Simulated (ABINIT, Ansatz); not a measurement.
# A GW chain in ABINIT: CsPbCl3 (R32)

How does a plane-wave GW calculation on CsPbCl3 (R32) run from the first input to the gap?

Program: ABINIT 10.8.3. Level of theory: LDA and many-body steps on it, plane waves. Results are calculated unless marked as measured.

This is a report of a sequence of runs, with most program output left out.

## 1. Starting point

Symmetry: R32, No. 155, trigonal system. The conventional cell has a = 8.006 Å, b = 8.006 Å, c = 9.887 Å, α = 90.00°, β = 90.00°, γ = 120.00°. Cs has 12 Cl at 3.85 to 4.15 Å nearest. Nearest to Pb lie 6 Cl at 2.84 Å. Nearest to Cl lie 2 Pb at 2.84 Å and 4 Cs at 3.85 to 4.15 Å. Farther neighbours and most contacts between anions are not listed.

The cell and positions are those that the Materials Project relaxed with its own functionals (PBE, PBE+U or r2SCAN), kept fixed. Spin-orbit coupling is left out unless a step names it.

## 2. Ground state

This step: ABINIT 10.8.3; DFT, LDA, plane waves, norm-conserving pseudopotentials.

The ground-state density comes first.

run.abi

```
acell 3*1.0 Angstrom
rprim 
  4.003155115600 2.311222683600 3.295555457400
  -4.003155115600 2.311222683600 3.295555457400
  0.000000000000 -4.622445367199 3.295555457400
ntypat 3
znucl 55 82 17
natom 5
typat 1 2 3 3 3
xred 
  0.500000000000 0.500000000000 0.500000000000
  0.000000000000 -0.000000000000 0.000000000000
  0.500000000000 0.018600300000 0.981399700000
  0.018600300000 0.981399700000 0.500000000000
  0.981399700000 0.500000000000 0.018600300000
pp_dirpath "pseudos"
pseudos "Cs.upf, Pb.upf, Cl.upf"
ecut 24
ngkpt 4 4 4
nshiftk 1
shiftk 0 0 0
kptopt 1
chksymbreak 0
nband 28
occopt 1
tolvrs 1e-10
nstep 60
prtwf 0
optforces 0
optstress 0
indata_prefix "in"
outdata_prefix "out"
tmpdata_prefix "tmp"
```

Started as:

```console
OMP_NUM_THREADS=1 mpirun -n 4 abinit run.abi > log
```

Wall time 67 s (4 MPI ranks of Arm Neoverse N1, shared host); peak memory 0.36 GiB.

This step gave:

| Item | Value |
| --- | --- |
| total energy | -3895.6929 eV |
| gap | 1.968 eV |
| k of the valence top | 0.5, 0.5, 0.5 |
| k of the conduction bottom | 0.5, 0.5, 0.5 |
| least direct gap | 1.968 eV |

The gap is direct, at (0.500, 0.500, 0.500).

## 3. Bands along the symmetry lines

The cheap functional maps the bands first; the places of the edges decide which points the dearer methods must see.

run.abi

```
acell 3*1.0 Angstrom
rprim 
  4.003155115600 2.311222683600 3.295555457400
  -4.003155115600 2.311222683600 3.295555457400
  0.000000000000 -4.622445367199 3.295555457400
ntypat 3
znucl 55 82 17
natom 5
typat 1 2 3 3 3
xred 
  0.500000000000 0.500000000000 0.500000000000
  0.000000000000 -0.000000000000 0.000000000000
  0.500000000000 0.018600300000 0.981399700000
  0.018600300000 0.981399700000 0.500000000000
  0.981399700000 0.500000000000 0.018600300000
pp_dirpath "pseudos"
pseudos "Cs.upf, Pb.upf, Cl.upf"
ecut 24
iscf -2
irdden 1
kptopt 0
nkpt 59
kpt 
  0.00000000 0.00000000 0.00000000
  0.06250000 0.06250000 0.06250000
  0.12500000 0.12500000 0.12500000
  0.18750000 0.18750000 0.18750000
  0.25000000 0.25000000 0.25000000
  0.31250000 0.31250000 0.31250000
  0.37500000 0.37500000 0.37500000
  0.43750000 0.43750000 0.43750000
  0.50000000 0.50000000 0.50000000
  0.50067976 0.49932024 0.50000000
  0.50135953 0.49864047 0.50000000
  0.50203929 0.49796071 0.50000000
  0.50271906 0.49728094 0.50000000
  0.50339882 0.49660118 0.50000000
  0.50407859 0.49592141 0.50000000
  0.50475835 0.49524165 0.50000000
  0.50543812 0.49456188 0.50000000
  0.50000000 -0.49456188 0.49456188
  0.50000000 -0.43274165 0.43274165
  0.50000000 -0.37092141 0.37092141
  0.50000000 -0.30910118 0.30910118
  0.50000000 -0.24728094 0.24728094
  0.50000000 -0.18546071 0.18546071
  0.50000000 -0.12364047 0.12364047
  0.50000000 -0.06182024 0.06182024
  0.50000000 0.00000000 0.00000000
  0.43750000 0.00000000 0.00000000
  0.37500000 0.00000000 0.00000000
  0.31250000 0.00000000 0.00000000
  0.25000000 0.00000000 0.00000000
  0.18750000 0.00000000 0.00000000
  0.12500000 0.00000000 0.00000000
  0.06250000 0.00000000 0.00000000
  0.00000000 0.00000000 0.00000000
  0.06216012 -0.06216012 0.00000000
  0.12432024 -0.12432024 0.00000000
  0.18648035 -0.18648035 0.00000000
  0.24864047 -0.24864047 0.00000000
  0.31080059 -0.31080059 0.00000000
  0.37296071 -0.37296071 0.00000000
  0.43512082 -0.43512082 0.00000000
  0.49728094 -0.49728094 -0.00000000
  0.50271906 0.00000000 0.49728094
  0.50237918 0.00000000 0.49762082
  0.50203929 0.00000000 0.49796071
  0.50169941 0.00000000 0.49830059
  0.50135953 0.00000000 0.49864047
  0.50101965 0.00000000 0.49898035
  0.50067976 0.00000000 0.49932024
  0.50033988 0.00000000 0.49966012
  0.50000000 0.00000000 0.50000000
  0.43750000 0.00000000 0.43750000
  0.37500000 0.00000000 0.37500000
  0.31250000 0.00000000 0.31250000
  0.25000000 0.00000000 0.25000000
  0.18750000 0.00000000 0.18750000
  0.12500000 0.00000000 0.12500000
  0.06250000 0.00000000 0.06250000
  0.00000000 0.00000000 0.00000000
istwfk *1
nband 29
nbdbuf 2
tolwfr 1e-08
nstep 40
prtwf 0
prtvol 0
indata_prefix "in"
outdata_prefix "out"
tmpdata_prefix "tmp"
```

Elapsed: 2.1 min, on 4 MPI ranks; peak memory 0.45 GiB; 8.5 min of CPU time.

Numbers from this step:

```
gap                        : 1.964 eV
k of the valence top       : 0.5, 0.5, 0.5
k of the conduction bottom : 0.5054, 0.4946, 0.5
least direct gap           : 1.965 eV
```

The gap is 1.964 eV, −0.004 eV from the run before at this level.

Electronic bands along the path, in eV, zero at the top of the highest filled band:

| point | band 19 | band 20 | band 21 | band 22 | band 23 | band 24 | band 25 | band 26 |
| --- | --- | --- | --- | --- | --- | --- | --- | --- |
| Γ | -2.20 | -2.12 | -2.12 | -2.11 | 3.26 | 4.39 | 4.39 | 5.30 |
| halfway | -2.17 | -2.04 | -2.01 | -1.74 | 3.54 | 3.91 | 4.11 | 4.84 |
| T | -1.84 | -1.80 | -1.80 | 0.00 | 1.97 | 1.97 | 1.97 | 5.10 |
| halfway | -1.84 | -1.80 | -1.80 | 0.00 | 1.97 | 1.97 | 1.97 | 5.10 |
| H2 | -1.84 | -1.80 | -1.80 | 0.00 | 1.96 | 1.97 | 1.98 | 5.10 |
| jump to H0 | -1.84 | -1.80 | -1.80 | 0.00 | 1.96 | 1.97 | 1.98 | 5.10 |
| halfway | -2.10 | -2.05 | -1.94 | -1.11 | 2.47 | 3.70 | 3.77 | 5.18 |
| L | -2.24 | -2.22 | -2.20 | -1.46 | 2.97 | 4.67 | 5.10 | 5.27 |
| halfway | -2.22 | -2.17 | -2.16 | -2.04 | 3.74 | 4.52 | 4.76 | 4.85 |
| Γ | -2.20 | -2.12 | -2.12 | -2.11 | 3.26 | 4.39 | 4.39 | 5.30 |
| halfway | -2.26 | -2.18 | -2.02 | -1.95 | 3.94 | 4.15 | 4.59 | 5.09 |
| S0 | -2.39 | -2.32 | -1.81 | -0.73 | 2.51 | 2.52 | 4.85 | 5.47 |
| jump to S2 | -2.39 | -2.32 | -1.81 | -0.73 | 2.51 | 2.52 | 4.85 | 5.47 |
| halfway | -2.39 | -2.32 | -1.81 | -0.72 | 2.51 | 2.52 | 4.85 | 5.47 |
| F | -2.39 | -2.32 | -1.81 | -0.72 | 2.51 | 2.52 | 4.85 | 5.47 |
| halfway | -2.25 | -2.18 | -2.04 | -1.88 | 3.88 | 4.17 | 4.60 | 5.05 |
| Γ | -2.20 | -2.12 | -2.12 | -2.11 | 3.26 | 4.39 | 4.39 | 5.30 |

## 4. Empty states on the mesh, 2×2×2 mesh, 121 bands

The sums over transitions need many empty states on a uniform mesh; this step solves for them.

run.abi

```
acell 3*1.0 Angstrom
rprim 
  4.003155115600 2.311222683600 3.295555457400
  -4.003155115600 2.311222683600 3.295555457400
  0.000000000000 -4.622445367199 3.295555457400
ntypat 3
znucl 55 82 17
natom 5
typat 1 2 3 3 3
xred 
  0.500000000000 0.500000000000 0.500000000000
  0.000000000000 -0.000000000000 0.000000000000
  0.500000000000 0.018600300000 0.981399700000
  0.018600300000 0.981399700000 0.500000000000
  0.981399700000 0.500000000000 0.018600300000
pp_dirpath "pseudos"
pseudos "Cs.upf, Pb.upf, Cl.upf"
ecut 24
ngkpt 2 2 2
nshiftk 1
shiftk 0 0 0
kptopt 1
chksymbreak 0
iscf -2
irdden 1
istwfk *1
nband 121
nbdbuf 10
tolwfr 1e-09
nstep 60
prtvol 0
indata_prefix "in"
outdata_prefix "out"
tmpdata_prefix "tmp"
```

It took 58 s on 4 MPI ranks; peak memory 0.36 GiB.

Numbers from this step:

```yaml
gap: 1.968 eV
k_of_the_valence_top: 0.5, 0.5, 0.5
k_of_the_conduction_bottom: 0.5, 0.5, 0.5
least_direct_gap: 1.968 eV
k_points_computed: 4
lowest_point_of_the_top_converged_band_above_the_valence_top: 30.21 eV
```

On this mesh the gap is 1.968 eV.

## 5. Screening, 2×2×2 mesh, 111 bands, screening to 98 eV

The RPA dielectric matrix is built and inverted for each q.

This step: RPA screening on LDA, plane waves, norm-conserving pseudopotentials.

Changes to run.abi since step 4:

```diff
@@ -23,10 +23,11 @@
 chksymbreak 0
-iscf -2
-irdden 1
 istwfk *1
-nband 121
-nbdbuf 10
-tolwfr 1e-09
-nstep 60
-prtvol 0
+occopt 1
+irdwfk 1
+optdriver 3
+nband 111
+ecuteps 3.6
+inclvkb 2
+awtr 1
+symchi 1
 indata_prefix "in"
```

Wall time 42 s (4 MPI ranks); peak memory 1.1 GiB; 2.8 min of CPU time.

This step gave:

- ε∞ with local fields, on this mesh, along the program's q direction: 6.958
- the same without local fields: 8.004
- plasma frequency: 18.21 eV
- plane waves in the screening matrix: 413

Local fields lower ε∞ by 13 %. On a Γ-centred mesh this coarse the value itself is usually too large, while a short band sum pulls it down.

## 6. Self-energy, 2×2×2 mesh, 111 bands, screening to 98 eV

The self-energy is evaluated for the states that the input lists, and the levels follow from it, in one-shot runs by the linearised quasiparticle equation.

This step: G0W0 on LDA, plane waves, norm-conserving pseudopotentials.

Changes to run.abi since step 5:

```diff
@@ -26,8 +26,17 @@
 irdwfk 1
-optdriver 3
+optdriver 4
 nband 111
+gwcalctyp 0
+ecutsigx 24
+symsigma 1
+nkptgw 2
+kptgw 
+  0.5000000000 0.5000000000 0.5000000000
+  0.0000000000 0.0000000000 0.0000000000
+bdgw 
+  20 25
+  20 25
 ecuteps 3.6
-inclvkb 2
-awtr 1
-symchi 1
+irdscr 1
+ppmodel 1
 indata_prefix "in"
```

The job ended after 25 s (4 MPI ranks; peak memory 0.88 GiB).

This step gave:

| Property | Result |
| --- | --- |
| G0W0 gap on the points computed | 3.386 eV |
| starting gap on the mesh | 1.968 eV |
| k of the valence top | 0.5, 0.5, 0.5 |
| k of the conduction bottom | 0.5, 0.5, 0.5 |
| Z at the valence top | 0.788 |
| Z at the conduction bottom | 0.817 |
| least direct G0W0 gap on the computed points | 3.386 eV |

The gap on the mesh goes from 1.97 eV to 3.39 eV, a correction of +1.42 eV.

Limits: finite bands, cutoff and mesh; exchange with frozen shells missing; no spin-orbit coupling; coarse k mesh. v1 is the top filled band, c1 the lowest empty one. The levels before and after the correction (eV, zero at the valence-band top of each column):

|  | conduction bottom | valence top |
| --- | --- | --- |
| Kohn-Sham | 1.97 | 0.00 |
| G0W0 | 3.39 | 0.00 |

|  | level | energy (eV) |
| --- | --- | --- |
| Kohn-Sham | (0.5 0.5 0.5) v3-v2 | -1.795 |
| Kohn-Sham | (0.5 0.5 0.5) v1 | 0.000 |
| Kohn-Sham | (0.5 0.5 0.5) c1-c2 | 1.968 |
| Kohn-Sham | (0.5 0.5 0.5) c3 | 1.970 |
| G0W0 | (0.5 0.5 0.5) v3-v2 | -2.172 |
| G0W0 | (0.5 0.5 0.5) v1 | 0.000 |
| G0W0 | (0.5 0.5 0.5) c1-c2 | 3.386 |
| G0W0 | (0.5 0.5 0.5) c3 | 3.394 |

## 7. Where the time went

Times are wall times on 4 MPI ranks of Arm Neoverse N1, shared host, good to a factor of about two.

| step | time | share | memory (GiB) |
| --- | --- | --- | --- |
| ground state | 67 s | 21 % | 0.36 |
| bands along the symmetry lines | 2.1 min | 40 % | 0.45 |
| empty states on the mesh | 58 s | 18 % | 0.36 |
| screening | 42 s | 13 % | 1.1 |
| self-energy | 25 s | 8 % | 0.88 |

## 8. Summary of results

```yaml
lda_gap: 1.96 eV, indirect (only 1 meV under the direct gap)
g0w0_gap_on_the_mesh: 3.39 eV
gw_settings: 2×2×2 mesh, 111 bands, screening to 98 eV, Godby-Needs plasmon pole
known_limits: not at the basis limit; exchange with frozen shells missing; no spin-orbit coupling; coarse k mesh
```

G0W0 moves the gap on the mesh from 1.97 eV to 3.39 eV (+1.42 eV), with Z of 0.79 and 0.82 at the edges. Local fields lower the RPA ε∞ on this mesh from 8.00 to 6.96; a Γ-centred mesh this coarse tends to raise both, most where the direct gap is narrow, while a short band sum lowers them. Only 2 of the mesh's irreducible points were corrected, so a valley elsewhere could overtake. The dearest step here is «bands along the symmetry lines». Bands and cutoff are finite, so the gap is not at the basis limit. The miss can reach some tenths of an eV and take either sign; the mesh is an error of its own. In the G0W0 run levels were corrected at 2 k points alone, so a gap called «on the mesh» is the least over those, and an edge elsewhere would be missed. The 2×2×2 mesh is coarse for this cell, which bears on the long-range parts of exchange and screening. Where an edge is built on 6p states of lead, bismuth or thallium, scalar-relativistic gaps usually stand too wide, by a few tenths to over one eV. The norm-conserving file of at least one element keeps a d shell over frozen s and p shells of the same row. Exchange with those shells is missing from the self-energy, an error of 0.3 to 0.9 eV in cases checked, whose sign depends on which edge lies on those atoms. The many-body steps are scalar-relativistic: spin-orbit coupling is not in them.

[Paths, hosts, dates, memory and timing lines, banners, echoed tables and standing remarks are left out of the program output.]

[Logs are printed without paths, hosts, clocks, repeated set-up lines and the standing remarks that a program may print on its own settings, such as how far it seeks lower states.]

[Runs of the session that timed out or met a known fault of the program may be left out.]

[Hosts, paths, dates, database ids (printed as entryN), source tags and the programs' standing remarks are cut or masked in the printed files.]

[G0W0 gaps are taken among the corrected bands and points alone; a level outside them can change the order at an edge.]

[Where Ansatz stands beside ABINIT at settings called matched, ABINIT's density can come from a denser mesh and the files from another edition; pairs whose starting gaps differed by over 0.03 eV were left out, so agreement reads better than it is.]
